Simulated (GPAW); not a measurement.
GaN (P6_3mc): refractive index against wavelength

The refractive index of GaN (P6_3mc) along x below the direct gap (1.97 eV on the mesh) is read from one computed spectrum, n = √(Re ε). x, y and z are the Cartesian axes of the input cell.

Cell: a, b, c = 3.180, 3.180, 5.166 Å (primitive vectors), 4 atoms.

Method: GPAW 26.7.0, LDA, RPA, k-mesh 12×12×6, local fields up to 50 eV, Lorentzian half width 0.15 eV.

Launch of the response step: `OMP_NUM_THREADS=1 python df.py`. The run took 54 s, its band step included, on 1 thread of Arm Neoverse V2 (shared host).

| wavelength (nm) | photon energy E (eV) | n |
| --- | --- | --- |
| 3000 | 0.413 | 2.3962 |
| 2000 | 0.620 | 2.4035 |
| 1550 | 0.800 | 2.4128 |
| 1310 | 0.946 | ? |
| 1064 | 1.165 | 2.4419 |

In the single-oscillator model n² − 1 = E₀E_d/(E₀² − E²), so 1/(n² − 1) = E₀/E_d − E²/(E₀E_d) is linear in E².

Working, on the rows shown:

| x = E² (eV²) | y = 1/(n² − 1) |
| --- | --- |
| 0.170801 | 0.210892 |
| 0.384302 | 0.209345 |
| 0.639837 | 0.2074 |
| 1.35784 | 0.201496 |

Means: x̄ = 0.6382, ȳ = 0.20728. Σ(x − x̄)(y − ȳ) = -0.006374, Σ(x − x̄)² = 0.8008. Slope = -0.006374 / 0.8008 = -0.00796; intercept = ȳ − slope · x̄ = 0.21236. Turned back into n, the line misses the rows shown by at most 0.00063.

Problem. Fill in the last column of the withheld row.

Solution. At x = 0.89576 the line gives y = 0.20523, that is 2.4233. The run gave 2.4226, so the interpolation is off by 0.00073, 1.6 % of the range in the table.

Refitted with all rows, the slope is -0.007924 and the intercept 0.21237. These give E₀ = √(intercept/−slope) = 5.18 eV and E_d = E₀/intercept = 24.4 eV; E₀ is 2.6 times the direct gap. The electronic limit at long wavelengths, without lattice vibrations, is n = √(1 + 1/intercept) = 2.389. The cell comes from an older database entry, whose edges can be off by a per cent or so. Excitons are left out; LDA gaps are as a rule too small. The values come from a sum over the points of one k-mesh and carry its error, which grows as the direct gap shrinks. Spin-orbit coupling is left out.
